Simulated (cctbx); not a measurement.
**Diagnosing a refinement**

Cell a = 6.1460 Å, b = 3.6760 Å, c = 12.6440 Å, α = 90.00°, β = 100.48°, γ = 90.00°; space group P2_1/m (no. 11).

The data are simulated with cctbx, not measured: Cu Kα, λ = 1.54184 Å, to d = 0.83 Å, 80 % of the full sphere, strongest reflection 70000 counts, noise from counting, a 3 % proportional error and a noise floor of 2 counts (s.d.); no absorption.

An isotropic refinement with weights 1/σ² prints:

```text
Rint 0.021, 603 unique reflections to 0.83 A
cycle     R1     wR2    GooF  max shift (A)
   1  0.6294  0.9153  30.823   0.09276
  12  0.0703  0.2474   8.332   0.04928
final R1 0.3880 wR2 0.7430 GooF 25.019  parameters 31  data/parameter 19.5
atom        x        y        z      Ueq    occ   su(xyz)  su(Uiso or U11)
Ge1    0.11473  0.25000  0.57792   0.0001  1.000  0.00256  0.0040
Ge2    0.02320  0.75000  0.86150   0.0001  1.000  0.00295  0.0040
Ge3    0.53631  0.25000  0.77603   0.0001  1.000  0.00282  0.0041
Ge4    0.37032  0.25000  0.36330   0.0001  1.000  0.00279  0.0042
Ge5    0.49135  0.75000  0.92032   0.0001  1.000  0.00313  0.0040
Cr1    0.71714  0.25000  0.26962   0.0001  1.000  0.00426  0.0052
Cr2    0.78319  0.25000  0.95178   0.0001  1.000  0.00422  0.0053
Cr3    0.11056  0.75000  0.27131   0.0001  1.000  0.00414  0.0053
Cr4    0.70494  0.25000  0.49301   0.0001  1.000  0.00404  0.0053
Cr5    0.57743  0.99972  0.80575   0.0487  1.000  0.01353  0.0075
difference map: max 68.25 min -25.34 rms 6.52
Q1    0.1225  0.2500  0.5777    2   72.87  0.05 A from Ge1
Q2    0.4604  0.7500  0.2248    2   72.53  0.02 A from Ge3
Q3    0.0203  0.7500  0.8577    2   68.73  0.05 A from Ge2
Q4    0.5099  0.2500  0.0783    2   68.31  0.02 A from Ge5
Q5    0.3721  0.2500  0.3665    2   67.48  0.04 A from Ge4
Q6    0.2066  0.7500  0.0515    2   51.00  0.08 A from Cr2
```

Q: Accept it or mend it, and why?

Mend it. The fault: spurious atom: Cr5. Against the right model at the same level, R1 goes from 0.0120 to 0.3880 and GooF from 0.97 to 25.02 and the top difference peak, 72.9 e/Å³, lies on Ge1. A site with no density behind it hides by a very large U or drifts. The fit had not settled when the cycles ran out.

The compound is Cr4Ge5. The right model at the same level gives:

```text
Rint 0.021, 603 unique reflections to 0.83 A
cycle     R1     wR2    GooF  max shift (A)
   1  0.1947  0.5081  17.051   0.07819
   2  0.0120  0.0290   0.973   0.00024
final R1 0.0120 wR2 0.0289 GooF 0.971  parameters 27  data/parameter 22.3
atom        x        y        z      Ueq    occ   su(xyz)  su(Uiso or U11)
Ge1    0.11711  0.25000  0.57759   0.0061  1.000  0.00006  0.0001
Ge2    0.02109  0.75000  0.86025   0.0068  1.000  0.00006  0.0001
Ge3    0.53827  0.25000  0.77581   0.0052  1.000  0.00006  0.0001
Ge4    0.37084  0.25000  0.36390   0.0060  1.000  0.00006  0.0001
Ge5    0.49061  0.75000  0.92075   0.0069  1.000  0.00006  0.0001
Cr1    0.71626  0.25000  0.26879   0.0068  1.000  0.00009  0.0001
Cr2    0.78487  0.25000  0.94954   0.0059  1.000  0.00009  0.0001
Cr3    0.11032  0.75000  0.27233   0.0075  1.000  0.00009  0.0001
Cr4    0.70579  0.25000  0.49373   0.0073  1.000  0.00009  0.0001
difference map: max 0.39 min -0.42 rms 0.11
Q1    0.1408  0.7500  0.7335    2    0.41  0.88 A from Cr1
Q2    0.2248  0.2500  0.6518    2    0.39  1.04 A from Ge1
Q3    0.0270  0.5416  0.0832    4    0.38  1.35 A from Ge2
Q4    0.3355  0.7500  0.0425    2    0.38  0.76 A from Cr2
Q5    0.0667  0.2500  0.1406    2    0.36  0.54 A from Ge2
Q6    0.2802  0.2500  0.3225    2    0.36  0.69 A from Ge4
```

The model is made up (kin elements in a known structure type, no relaxation), so it says nothing on whether the phase exists.

[Middle refinement cycles are left out of these outputs.]

[Logs are printed without paths, hosts, clocks, repeated set-up lines and the standing remarks that a program may print on its own settings, such as how far it seeks lower states.]
